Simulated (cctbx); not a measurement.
**Accept or mend?**

Cell a = 5.8550 Å, b = 8.3750 Å, c = 12.5590 Å, α = 90.00°, β = 90.00°, γ = 90.00°; space group Pbcm (no. 57).

Simulated single-crystal data (cctbx): Cu Kα, λ = 1.54184 Å, to d = 0.83 Å, 80 % of the full sphere, strongest reflection 70000 counts, noise from counting, a 2 % proportional error and a noise floor of 15 counts (s.d.); no absorption.

An anisotropic refinement with weights 1/σ² prints:

```text
Rint 0.020, 589 unique reflections to 0.83 A
cycle     R1     wR2    GooF  max shift (A)
   1  0.1916  0.3963  23.057   0.01337
   2  0.1917  0.3789  22.042   0.00010
final R1 0.1917 wR2 0.3789 GooF 22.042  parameters 29  data/parameter 20.3
atom        x        y        z      Ueq    occ   su(xyz)  su(Uiso or U11)
Pt1    0.61317  0.46878  0.08970   0.0018  1.000  0.00061  0.0018  NPD
Nd1    0.64489  0.74465  0.75000   0.0021  1.000  0.00112  0.0034
Pr1    0.13640  0.60571  0.09686   0.0022  1.000  0.00081  0.0024  NPD
Cr1    0.35473  0.25000  0.00000   0.0028  1.000  0.00316  0.0091  NPD
difference map: max 102.42 min -6.16 rms 4.06
Q1    0.1632  0.5998  0.7500    4  103.23  2.47 A from Pt1
Q2    0.3681  0.5355  0.5840    8   29.93  0.14 A from Pt1
Q3    0.3418  0.2492  0.2500    4   26.56  0.09 A from Nd1
Q4    0.1544  0.6049  0.0947    8   24.84  0.11 A from Pr1
Q5    0.3674  0.5237  0.2500    4    5.86  2.25 A from Nd1
Q6    0.0544  0.0269  0.2500    4    4.99  2.32 A from Pr1
```

**Question.** Can this result stand? If not, what is the likely fault?

Mend it. The fault: an atom left out, Ga at (0.1628, 0.5993, 3/4). Against the right model at the same level, R1 goes from 0.0079 to 0.1917 and GooF from 0.96 to 22.04, U of Pt1 shrinks from 0.0076 to 0.0018 Å², the top difference peak, 103.2 e/Å³, lies 2.47 Å from Pt1 and Pt1, Pr1 and Cr1 go non-positive-definite. Q1 is the missing atom. With scattering power missing, scale and phases suffer, so peaks may also grow on the heavy atoms.

The compound is Pr2NdCrGaPt2. The right model at the same level gives:

```text
Rint 0.020, 589 unique reflections to 0.83 A
cycle     R1     wR2    GooF  max shift (A)
   1  0.0080  0.0168   0.981   0.00017
   2  0.0079  0.0165   0.964   0.00000
final R1 0.0079 wR2 0.0165 GooF 0.964  parameters 35  data/parameter 16.8
atom        x        y        z      Ueq    occ   su(xyz)  su(Uiso or U11)
Pt1    0.61492  0.46830  0.08931   0.0076  1.000  0.00002  0.0001
Nd1    0.64669  0.74564  0.75000   0.0066  1.000  0.00004  0.0001
Pr1    0.13842  0.60557  0.09649   0.0073  1.000  0.00003  0.0001
Ga1    0.16271  0.59950  0.75000   0.0089  1.000  0.00010  0.0003
Cr1    0.35519  0.25000  0.00000   0.0118  1.000  0.00013  0.0004
difference map: max 0.85 min -0.75 rms 0.18
Q1    0.1788  0.1241  0.2500    4    0.87  1.49 A from Nd1
Q2    0.2404  0.0550  0.7192    8    0.68  1.77 A from Nd1
Q3    0.3595  0.0858  0.2500    4    0.62  1.41 A from Nd1
Q4    0.4952  0.2329  0.2127    8    0.61  0.97 A from Nd1
Q5    0.3231  0.6851  0.1211    8    0.54  1.31 A from Pr1
Q6    0.3072  0.1807  0.5420    8    0.50  0.83 A from Cr1
```

The model was made for the exercise: a known structure type with other elements put in, its volume estimated, not relaxed; displacement parameters are assumed.

[Middle refinement cycles are left out of these outputs.]

[Logs are printed without paths, hosts, clocks, repeated set-up lines and the standing remarks that a program may print on its own settings, such as how far it seeks lower states.]
